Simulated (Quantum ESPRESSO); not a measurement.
# The states of the two spins in Ni2H

Aim: the densities of states of Ni2H in the lowest state of several starts.

Calculated with Quantum ESPRESSO 7.5; PBEsol; plane waves with GBRV 1.5 PBEsol potentials, no spin-orbit coupling.

**1. The starting structure**

Symmetry: P-3m1, No. 164, trigonal system. The conventional cell has a = 2.643 Å, b = 2.643 Å, c = 4.308 Å, α = 90.00°, β = 90.00°, γ = 120.00°. Ni has 3 H at 1.83 Å nearest. Nearest to H lie 6 Ni at 1.83 Å. Farther neighbours are not listed.

Structure file:

```cif
data_structure
_symmetry_space_group_name_H-M 'P-3m1'
_symmetry_Int_Tables_number 164
_cell_length_a 2.6430
_cell_length_b 2.6430
_cell_length_c 4.3080
_cell_angle_alpha 90.000
_cell_angle_beta 90.000
_cell_angle_gamma 120.000
_cell_volume 26.06
loop_
_atom_site_label
_atom_site_type_symbol
_atom_site_symmetry_multiplicity
_atom_site_Wyckoff_symbol
_atom_site_fract_x
_atom_site_fract_y
_atom_site_fract_z
_atom_site_occupancy
Ni1 Ni 2 d 0.33333 0.66667 0.23300 1
H1 H 1 a 0.00000 0.00000 0.00000 1
```

The cell comes from the Crystallography Open Database.

**2. The magnetic state**

This state came out lowest in a comparison of starts that is told elsewhere.

pw.in reads:

```
&CONTROL
  calculation = 'scf'
  prefix = 'pwscf'
  outdir = './tmp'
  pseudo_dir = './pseudo'
  disk_io = 'low'
/
&SYSTEM
  ibrav = 0
  celldm(1) = 8
  nat = 3
  ntyp = 2
  ecutwfc = 40
  ecutrho = 280
  nbnd = 31
  occupations = 'smearing'
  smearing = 'fd'
  degauss = 0.00999582
  nspin = 2
  starting_magnetization(1) = 0.0556
  starting_magnetization(2) = 0
/
&ELECTRONS
  conv_thr = 6d-09
  electron_maxstep = 150
  mixing_beta = 0.3
/
ATOMIC_SPECIES
Ni     58.6934 ni_pbesol_v1.4.uspp.F.UPF
H       1.0080 h_pbesol_v1.4.uspp.F.UPF
CELL_PARAMETERS alat
   0.6243182684232    0.0000000000000    0.0000000000000
  -0.3121591342116    0.5406754805007    0.0000000000000
   0.0000000000000    0.0000000000000    1.0176175181110
ATOMIC_POSITIONS crystal
Ni      0.3333333333    0.6666666667    0.2330000000
Ni      0.6666666667    0.3333333333    0.7670000000
H       0.0000000000    0.0000000000    0.0000000000
K_POINTS automatic
12 12 6 0 0 0
```

Started as:

```sh
OMP_NUM_THREADS=1 mpirun -n 2 pw.x -nk 2 -in pw.in > pw.out
```

Output:

```text
Program PWSCF v.7.5 starts

     Message from routine setup:
     using ibrav=0 with symmetry is DISCOURAGED, use correct ibrav instead

     K-points division:     npool     =       2
     Subspace diagonalization in iterative solution of the eigenvalue problem:

     bravais-lattice index     =            0
     lattice parameter (alat)  =       8.0000  a.u.
     unit-cell volume          =     175.8722 (a.u.)^3
     number of atoms/cell      =            3
     number of atomic types    =            2
     number of electrons       =        37.00
     number of Kohn-Sham states=           31
     kinetic-energy cutoff     =      40.0000  Ry
     charge density cutoff     =     280.0000  Ry
     scf convergence threshold =      6.0E-09
     mixing beta               =       0.3000
     number of iterations used =            8  plain     mixing
     Exchange-correlation= SLA  PW   PSX  PSC
                           (   1   4  10   8   0   0   0)

     celldm(1)=   8.000000  celldm(2)=   0.000000  celldm(3)=   0.000000
     celldm(4)=   0.000000  celldm(5)=   0.000000  celldm(6)=   0.000000

     crystal axes: (cart. coord. in units of alat)
               a(1) = (   0.624318   0.000000   0.000000 )
               a(2) = (  -0.312159   0.540675   0.000000 )
               a(3) = (   0.000000   0.000000   1.017618 )

     reciprocal axes: (cart. coord. in units 2 pi/alat)
               b(1) = (  1.601747  0.924769 -0.000000 )
               b(2) = (  0.000000  1.849538  0.000000 )
               b(3) = (  0.000000 -0.000000  0.982687 )

     PseudoPot. # 1 for Ni read from file:
     ni_pbesol_v1.4.uspp.F.UPF
     Pseudo is Ultrasoft + core correction, Zval = 18.0

     PseudoPot. # 2 for H  read from file:
     h_pbesol_v1.4.uspp.F.UPF
     Pseudo is Ultrasoft, Zval =  1.0

     atomic species   valence    mass     pseudopotential
     Ni               18.00    58.69340     Ni( 1.00)
     H                 1.00     1.00800     H ( 1.00)

     Starting magnetic structure
     atomic species   magnetization
     Ni              0.056
     H               0.000

     12 Sym. Ops., with inversion, found

   Cartesian axes

     site n.     atom                  positions (alat units)
         1        Ni     tau(   1) = (  -0.0000000   0.3604503   0.2371049  )
         2        Ni     tau(   2) = (   0.3121591   0.1802252   0.7805126  )
         3        H      tau(   3) = (   0.0000000   0.0000000   0.0000000  )

     number of k points=   100  Fermi-Dirac smearing, width (Ry)=  0.0100

     Number of k-points >= 100: set verbosity='high' to print them.

     Dense  grid:    13909 G-vectors     FFT dimensions: (  27,  27,  45)

     Smooth grid:     5979 G-vectors     FFT dimensions: (  24,  24,  36)

     Check: negative core charge=   -0.000018
     Generating pointlists ...
     new r_m :   0.1780 (alat units)  1.4238 (a.u.) for type    1
     new r_m :   0.1780 (alat units)  1.4238 (a.u.) for type    2

     Initial potential from superposition of free atoms

     starting charge      33.0000, renormalised to      37.0000
     Starting wfcs are   27 randomized atomic wfcs +    4 random wfcs

     Self-consistent Calculation

     iteration #  1     ecut=    40.00 Ry     beta= 0.30
     Davidson diagonalization with overlap
     ethr =  1.00E-02,  avg # of iterations =  6.3

     total energy              =    -669.85771998 Ry
     estimated scf accuracy    <      76.07524824 Ry

     total magnetization       =     0.30 Bohr mag/cell
     absolute magnetization    =     0.35 Bohr mag/cell

     iteration #  2     ecut=    40.00 Ry     beta= 0.30
     Davidson diagonalization with overlap
     ethr =  1.00E-02,  avg # of iterations =  3.0

     total energy              =    -685.92574268 Ry
     estimated scf accuracy    <       8.12696787 Ry

     total magnetization       =     0.06 Bohr mag/cell
     absolute magnetization    =     0.21 Bohr mag/cell

     [... further iterations left out ...]

     iteration # 13     ecut=    40.00 Ry     beta= 0.30
     Davidson diagonalization with overlap
     ethr =  6.05E-10,  avg # of iterations =  2.3

     total energy              =    -687.31382638 Ry
     estimated scf accuracy    <       0.00000002 Ry

     total magnetization       =     0.43 Bohr mag/cell
     absolute magnetization    =     0.49 Bohr mag/cell

     iteration # 14     ecut=    40.00 Ry     beta= 0.30
     Davidson diagonalization with overlap
     ethr =  6.62E-11,  avg # of iterations =  2.0

     Magnetic moment per site  (integrated on atomic sphere of radius R)
     atom   1 (R=0.178)  charge= 15.0494  magn=  0.2214
     atom   2 (R=0.178)  charge= 15.0494  magn=  0.2214
     atom   3 (R=0.178)  charge=  1.1206  magn= -0.0046

     End of self-consistent calculation

     Number of k-points >= 100: set verbosity='high' to print the bands.

     the Fermi energy is    14.8757 ev

!    total energy              =    -687.31382673 Ry
     estimated scf accuracy    <          3.6E-09 Ry
     smearing contrib. (-TS)   =      -0.01641103 Ry
     internal energy E=F+TS    =    -687.29741569 Ry

     The total energy is F=E-TS. E is the sum of the following terms:
     one-electron contribution =    -424.47813588 Ry
     hartree contribution      =     232.43986109 Ry
     xc contribution           =     -71.06755681 Ry
     ewald contribution        =    -424.19158409 Ry

     total magnetization       =     0.43 Bohr mag/cell
     absolute magnetization    =     0.49 Bohr mag/cell

     convergence has been achieved in  14 iterations

=------------------------------------------------------------------------------=
   JOB DONE.
=------------------------------------------------------------------------------=
```

The job ended after 47 s (2 MPI ranks of Arm Neoverse V2, shared host; peak memory 0.22 GiB).

Spin moment in the atom's sphere by atom:

| atom | spin moment in the atom's sphere (μB) |
| --- | --- |
| Ni1 | 0.221 |
| Ni2 | 0.221 |
| H3 | -0.005 |

This step gave:

```yaml
smearing_term_ts: 0.2233 eV
magnetization: 0.433 μB
absolute_magnetization: 0.493 μB
final_state: ferromagnetic
```

**3. Projected density of states**

projwfc.in reads:

```
&PROJWFC
  prefix = 'pwscf'
  outdir = './tmp'
  filpdos = 'pdos'
  ngauss = 0
  degauss = 0.01
  DeltaE = 0.05
  Emin = 5.88
  Emax = 19.88
/
```

Started as:

```sh
OMP_NUM_THREADS=1 mpirun -n 2 projwfc.x -nk 2 -in projwfc.in > projwfc.out
```

Output:

```text
[banner, memory and clock lines left out]
Program PROJWFC v.7.5 starts

     [... lines left out ...]
     IMPORTANT: XC functional enforced from input :
     Exchange-correlation= PBESOL
                           (   1   4  10   8   0   0   0)
     Any further DFT definition will be discarded
     Please, verify this is what you really want

     G-vector sticks info

     Check: negative core charge=   -0.000018

     Gaussian broadening (read from input): ngauss,degauss=   0    0.010000

     Calling projwave ....

  Problem Sizes
  natomwfc =           27
  nbnd     =           31
  nkstot   =          200
  npwx     =          768
  nkb      =           38

     Atomic states used for projection
     (read from pseudopotential files):

     state #   1: atom   1 (Ni ), wfc  1 (l=0 m= 1)
     state #   2: atom   1 (Ni ), wfc  2 (l=1 m= 1)
     state #   3: atom   1 (Ni ), wfc  2 (l=1 m= 2)
     state #   4: atom   1 (Ni ), wfc  2 (l=1 m= 3)
     state #   5: atom   1 (Ni ), wfc  3 (l=2 m= 1)
     state #   6: atom   1 (Ni ), wfc  3 (l=2 m= 2)
     state #   7: atom   1 (Ni ), wfc  3 (l=2 m= 3)
     state #   8: atom   1 (Ni ), wfc  3 (l=2 m= 4)
     state #   9: atom   1 (Ni ), wfc  3 (l=2 m= 5)
     state #  10: atom   1 (Ni ), wfc  4 (l=0 m= 1)
     state #  11: atom   1 (Ni ), wfc  5 (l=1 m= 1)
     state #  12: atom   1 (Ni ), wfc  5 (l=1 m= 2)
     state #  13: atom   1 (Ni ), wfc  5 (l=1 m= 3)
     state #  14: atom   2 (Ni ), wfc  1 (l=0 m= 1)
     state #  15: atom   2 (Ni ), wfc  2 (l=1 m= 1)
     state #  16: atom   2 (Ni ), wfc  2 (l=1 m= 2)
     state #  17: atom   2 (Ni ), wfc  2 (l=1 m= 3)
     state #  18: atom   2 (Ni ), wfc  3 (l=2 m= 1)
     state #  19: atom   2 (Ni ), wfc  3 (l=2 m= 2)
     state #  20: atom   2 (Ni ), wfc  3 (l=2 m= 3)
     state #  21: atom   2 (Ni ), wfc  3 (l=2 m= 4)
     state #  22: atom   2 (Ni ), wfc  3 (l=2 m= 5)
     state #  23: atom   2 (Ni ), wfc  4 (l=0 m= 1)
     state #  24: atom   2 (Ni ), wfc  5 (l=1 m= 1)
     state #  25: atom   2 (Ni ), wfc  5 (l=1 m= 2)
     state #  26: atom   2 (Ni ), wfc  5 (l=1 m= 3)
     state #  27: atom   3 (H  ), wfc  1 (l=0 m= 1)

 [... projections of the bands left out ...]

Lowdin Charges:

     Atom #   1: total charge =  18.0553, s =  2.4291, p =  7.0592, d =  8.5670,
                 spin up      =   9.1377, s =  1.2130,
                 spin up      =   9.1377, p =  3.5233, pz=  1.1772, px=  1.1731, py=  1.1731,
                 spin up      =   9.1377, d =  4.4014, dz2=  0.8790, dxz=  0.8834, dyz=  0.8834, dx2-y2=  0.8778, dxy=  0.8778,
                 spin down    =   8.9176, s =  1.2162,
                 spin down    =   8.9176, p =  3.5359, pz=  1.1813, px=  1.1773, py=  1.1773,
                 spin down    =   8.9176, d =  4.1655, dz2=  0.8273, dxz=  0.8371, dyz=  0.8371, dx2-y2=  0.8320, dxy=  0.8320,
                 polarization =   0.2201, s = -0.0032, p = -0.0126, d =  0.2359,
     Atom #   2: total charge =  18.0553, s =  2.4291, p =  7.0592, d =  8.5670,
                 spin up      =   9.1377, s =  1.2130,
                 spin up      =   9.1377, p =  3.5233, pz=  1.1772, px=  1.1731, py=  1.1731,
                 spin up      =   9.1377, d =  4.4014, dz2=  0.8790, dxz=  0.8834, dyz=  0.8834, dx2-y2=  0.8778, dxy=  0.8778,
                 spin down    =   8.9176, s =  1.2162,
                 spin down    =   8.9176, p =  3.5359, pz=  1.1813, px=  1.1773, py=  1.1773,
                 spin down    =   8.9176, d =  4.1655, dz2=  0.8273, dxz=  0.8371, dyz=  0.8371, dx2-y2=  0.8320, dxy=  0.8320,
                 polarization =   0.2201, s = -0.0032, p = -0.0126, d =  0.2359,
     Atom #   3: total charge =   0.7956, s =  0.7956, p =  0.0000, d =  0.0000,
                 spin up      =   0.3964, s =  0.3964,
                 spin up      =   0.3964, p =  0.0000, pz=  0.0000, px=  0.0000, py=  0.0000,
                 spin up      =   0.3964, d =  0.0000, dz2=  0.0000, dxz=  0.0000, dyz=  0.0000, dx2-y2=  0.0000, dxy=  0.0000,
                 spin down    =   0.3992, s =  0.3992,
                 spin down    =   0.3992, p =  0.0000, pz=  0.0000, px=  0.0000, py=  0.0000,
                 spin down    =   0.3992, d =  0.0000, dz2=  0.0000, dxz=  0.0000, dyz=  0.0000, dx2-y2=  0.0000, dxy=  0.0000,
                 polarization =  -0.0028, s = -0.0028, p =  0.0000, d =  0.0000,
     Spilling Parameter:   0.0025
```

Elapsed: 1.7 s, on 2 MPI ranks; peak memory 0.06 GiB.

The density of states has structure finer than the step of the table below, so its rows give means over 0.5 eV, whole bins alone (the curve runs from -9.00 to 5.05 eV). Peaks (eV: height): up -7.25: 0.894, -1.75: 4.35, -0.45: 5.19; down -7.20: 0.87, -1.50: 4.2, -0.20: 5.16; Ni1 d up -1.75: 2.02, -0.45: 2.57; Ni1 d down -1.50: 1.95, -0.20: 2.55.

Gaussian broadening of 0.136 eV on the SCF mesh. Table of density of states by energy, zero at the Fermi level; means over each step; values in states/eV/cell:

| energy (eV) | up | down | Ni1 d up | Ni1 d down |
| --- | --- | --- | --- | --- |
| -8.5 | 0.230 | 0.229 | 0.0108 | 0.0102 |
| -8.0 | 0.285 | 0.272 | 0.0227 | 0.0204 |
| -7.5 | 0.407 | 0.366 | 0.0503 | 0.0418 |
| -7.0 | 0.492 | 0.536 | 0.0758 | 0.0783 |
| -6.5 | 0.0147 | 0.0286 | 0.00250 | 0.00470 |
| -6.0 | 0.0137 | 0.0132 | 5.9e-4 | 5.1e-4 |
| -5.5 | 0.0567 | 0.0551 | 0.00363 | 0.00319 |
| -5.0 | 0.0810 | 0.0773 | 0.00679 | 0.00564 |
| -4.5 | 0.203 | 0.151 | 0.0375 | 0.0209 |
| -4.0 | 0.857 | 0.673 | 0.251 | 0.182 |
| -3.5 | 0.998 | 0.898 | 0.352 | 0.282 |
| -3.0 | 1.83 | 1.53 | 0.772 | 0.628 |
| -2.5 | 1.88 | 1.77 | 0.786 | 0.721 |
| -2.0 | 3.87 | 2.77 | 1.79 | 1.25 |
| -1.5 | 2.89 | 3.89 | 1.34 | 1.80 |
| -1.0 | 2.34 | 1.94 | 1.14 | 0.917 |
| -0.5 | 4.06 | 3.13 | 2.01 | 1.54 |
| 0.0 | 0.769 | 2.70 | 0.341 | 1.32 |
| 0.5 | 0.496 | 0.604 | 0.185 | 0.243 |
| 1.0 | 0.346 | 0.350 | 0.106 | 0.121 |
| 1.5 | 0.297 | 0.372 | 0.0776 | 0.108 |
| 2.0 | 0.262 | 0.262 | 0.0590 | 0.0654 |
| 2.5 | 0.246 | 0.288 | 0.0481 | 0.0613 |
| 3.0 | 0.250 | 0.227 | 0.0430 | 0.0419 |
| 3.5 | 0.181 | 0.197 | 0.0279 | 0.0332 |
| 4.0 | 0.143 | 0.128 | 0.0217 | 0.0204 |
| 4.5 | 0.307 | 0.295 | 0.0447 | 0.0464 |

**4. What came out**

```json
{"state": "ferromagnetic", "largest moment in a sphere": "0.221 μB"}
```

Distinct peaks of the density of states (up) stand at -7.25, -1.75 and -0.45 eV; the one at -0.446 eV is strongest. These are Kohn–Sham states without spin–orbit coupling, on the mesh of the self-consistent run. Energies are free energies at an electronic temperature of 1580 K, which lowers moments and differences where the moments are itinerant.

[Logs and program files are shortened in this print: banners, set-up blocks, solver, clock and traceback lines can be left out without a mark of their own.]

[Logs are printed without paths, hosts, clocks, repeated set-up lines and the standing remarks that a program may print on its own settings, such as how far it seeks lower states.]

[Hosts, paths, dates, database ids (printed as entryN), source tags and the programs' standing remarks are cut or masked in the printed files.]

[Where a cell is said to come from a database of computed structures, the database is the Materials Project.]
